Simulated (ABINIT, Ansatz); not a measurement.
# A GW run on Li2SnF6 (P-31m) in ABINIT, with inputs changed, part 2 of 2

What do changed inputs do to GW on Li2SnF6 (P-31m)?

ABINIT 10.8.3; PBEsol and many-body steps on it, plane waves. Known limits of the many-body steps: not at the basis limit; exchange with frozen shells missing; no spin-orbit coupling; coarse k mesh.

So far. Step 2 (Screening, 3×3×2 mesh, 93 bands, screening to 114.3 eV): Local fields lower ε∞ by 7 %. On a Γ-centred mesh this coarse the value itself is usually too large, while a short band sum pulls it down. Step 3 (Base): The gap on the mesh goes from 5.23 eV to 9.26 eV, a correction of +4.03 eV.

## 5. Screening cutoff above the file's

Level of this step: G0W0 on PBEsol, plane waves, norm-conserving pseudopotentials (ABINIT).

run.abi

```
acell 3*1.0 Angstrom
rprim 
  4.909513934494 -0.000000000024 0.000000000000
  -2.454756967227 4.251763787517 0.000000000000
  0.000000000000 0.000000000000 4.538039080000
ntypat 3
znucl 3 50 9
natom 9
typat 1 1 2 3 3 3 3 3 3
xred 
  0.666666666667 0.333333333333 0.500000000000
  0.333333333333 0.666666666667 0.500000000000
  0.000000000000 0.000000000000 0.000000000000
  0.329091060000 0.329091060000 0.255027190000
  0.670908940000 0.670908940000 0.744972810000
  0.670908940000 0.000000000000 0.255027190000
  0.329091060000 0.000000000000 0.744972810000
  0.000000000000 0.670908940000 0.255027190000
  0.000000000000 0.329091060000 0.744972810000
pp_dirpath "pseudos"
pseudos "Li.upf, Sn.upf, F.upf"
ecut 36
ngkpt 3 3 2
nshiftk 1
shiftk 0 0 0
kptopt 1
chksymbreak 0
istwfk *1
occopt 1
irdwfk 1
optdriver 4
nband 93
gwcalctyp 0
ecutsigx 36
symsigma 1
nkptgw 2
kptgw 
  0.3333333333 0.0000000000 0.0000000000
  0.0000000000 0.0000000000 0.0000000000
bdgw 
  30 33
  29 33
ecuteps 16.8
irdscr 1
ppmodel 1
indata_prefix "in"
outdata_prefix "out"
tmpdata_prefix "tmp"
```

Started as:

```console
> OMP_NUM_THREADS=1 mpirun -n 4 abinit run.abi > log
```

Log:

```text
.Version 10.8.3 of ABINIT. v10.8.2 released Aug 2026.

 Symmetries : space group P-3 1 m (#162); Bravais hP (primitive hexag.)
[... echo of the input left out ...]
== DATASET  1 ==================================================================
-   mpi_nproc: 4, omp_nthreads: 1 (-1 if OMP is not activated)

--- !DatasetInfo
iteration_state: {dtset: 1, }
dimensions: {natom: 9, nkpt: 6, mband: 93, nsppol: 1, nspinor: 1, nspden: 1, mpw: 6636, }
cutoff_energies: {ecut:  36.0, pawecutdg:  -1.0, }
electrons: {nelect:   6.20000000E+01, charge:   0.00000000E+00, occopt:   1.00000000E+00, tsmear:   1.00000000E-02, }

 SIGMA: Calculation of the GW corrections

 Based on a program developped by R.W. Godby, V. Olevano, G. Onida, and L. Reining.
 Incorporated in ABINIT by V. Olevano, G.-M. Rignanese, and M. Torrent.
.Using double precision arithmetic ; gwpc =  8

[... cell and pseudopotentials left out ...]
--------------------------------------------------------------------------------

 ==== K-mesh for the wavefunctions ====
 Number of points in the irreducible wedge :     6
[... list of points left out ...]
 Together with 12 symmetry operations and time-reversal symmetry
 yields    18 points in the full Brillouin Zone.

 ==== Q-mesh for screening function ====
 Number of points in the irreducible wedge :     6
[... list of points left out ...]
 Together with 12 symmetry operations and time-reversal symmetry
 yields    18 points in the full Brillouin Zone.

 vcoul_init : cutoff-mode = AUXILIARY_FUNCTION
 q-points for optical limit:   1
     1)      0.000010    0.000020    0.000030
 setmesh: FFT mesh size selected  =    45x   45x   48
          total number of points  =        97200

 Number of electrons calculated from density =   62.0000; Expected =   62.0000
[...]
number of omega for Sigma on real axis              0
 max omega for Sigma on real axis  [eV]           0.00
 zcut for avoiding poles [eV]                     0.10

 EPSILON^-1 parameters (SCR file):
 dimension of the eps^-1 matrix on file            253
 dimension of the eps^-1 matrix used               253
 number of plane-waves for wavefunctions          6587
 number of bands                                    93
 number of q-points in IBZ                           6
 number of frequencies                               2
 number of real frequencies                          1
 number of imag frequencies                          1

 matrix elements of self-energy operator (all in [eV])

 Perturbative Calculation

--- !SelfEnergy_ee
iteration_state: {dtset: 1, }
kpoint     : [   0.333,    0.000,    0.000, ]
spin       : 1
KS_gap     :    6.037
QP_gap     :   10.322
Delta_QP_KS:    4.285
data: !SigmaeeData |
     Band     E0 <VxcDFT>   SigX SigC(E0)      Z dSigC/dE  Sig(E)    E-E0       E
       30  -0.842 -22.670 -30.547   5.497   0.813  -0.231 -24.604  -1.934  -2.776
       31  -0.698 -22.820 -30.754   5.561   0.812  -0.231 -24.747  -1.927  -2.625
       32   5.339 -18.184 -13.495  -1.951   0.861  -0.161 -15.826   2.358   7.697
[...]
--- !SelfEnergy_ee
iteration_state: {dtset: 1, }
kpoint     : [   0.000,    0.000,    0.000, ]
spin       : 1
KS_gap     :    5.249
QP_gap     :    9.264
Delta_QP_KS:    4.015
data: !SigmaeeData |
     Band     E0 <VxcDFT>   SigX SigC(E0)      Z dSigC/dE  Sig(E)    E-E0       E
[...]
32   4.531 -16.624 -12.130  -2.063   0.869  -0.151 -14.512   2.112   6.643
       33  10.132 -12.029  -6.840  -2.878   0.882  -0.134  -9.991   2.039  12.171

== END DATASET(S) ==============================================================
================================================================================

 -outvars: echo values of variables after computation  --------
           etotal      0.0000000000E+00
            nband          93
             nkpt           6
          spgroup         162
 [... the other variables as echoed above ...]

 Calculation completed.
```

The job ended after 16 s (4 MPI ranks of Arm Neoverse N1, shared host; peak memory 0.88 GiB).

The run ended normally, though the input holds a fault or crude settings.

The fault put into this input: screening cutoff above the file's. It printed a gap of 9.26 eV, the value of the sound run: the program fell back on what its files hold, so an unchanged gap shows no convergence.

## 6. The runs together

Times are wall times on 4 MPI ranks of Arm Neoverse N1, shared host, good to a factor of about two. A run's time includes the screening step that it read.

```tsv
run	mesh	bands	screening cutoff (eV)	DFT gap (eV)	gap on the mesh (eV)	direct (eV)	ε∞ used	time
base	3×3×2	93	114.3	5.229	9.264	9.264	2.22	75 s
fewer bands in the self-energy	3×3×2	41	114.3	5.229	9.399	9.399	2.22	70 s
```

## 7. What came out

```json
{"base": "9.264 eV", "fewer bands in the self-energy": "9.399 eV", "known limits": "not at the basis limit; exchange with frozen shells missing; no spin-orbit coupling; coarse k mesh"}
```

In words: Fewer bands in the self-energy: +0.135 eV against base (keys changed: nband). Bands and cutoff are finite, so the gap is not at the basis limit. The miss can reach some tenths of an eV and take either sign; the mesh is an error of its own. In the first G0W0 run levels were corrected at 2 k points alone, so a gap called «on the mesh» is the least over those, and an edge elsewhere would be missed. The 3×3×2 mesh is coarse for this cell, which bears on the long-range parts of exchange and screening. The norm-conserving file of at least one element keeps a d shell over frozen s and p shells of the same row. Exchange with those shells is missing from the self-energy, an error of 0.3 to 0.9 eV in cases checked, whose sign depends on which edge lies on those atoms. The many-body steps are scalar-relativistic: spin-orbit coupling is not in them.

[Paths, hosts, dates, memory and timing lines, banners, echoed tables and standing remarks are left out of the program output.]

[Logs are printed without paths, hosts, clocks, repeated set-up lines and the standing remarks that a program may print on its own settings, such as how far it seeks lower states.]

[Runs of the session that timed out or met a known fault of the program may be left out.]

[No measured gap is set beside runs whose start may be inverted or whose files or cutoffs have a known fault.]

[Hosts, paths, dates, database ids (printed as entryN), source tags and the programs' standing remarks are cut or masked in the printed files.]

[G0W0 gaps are taken among the corrected bands and points alone; a level outside them can change the order at an edge.]

[Where Ansatz stands beside ABINIT at settings called matched, ABINIT's density can come from a denser mesh and the files from another edition; pairs whose starting gaps differed by over 0.03 eV were left out, so agreement reads better than it is.]
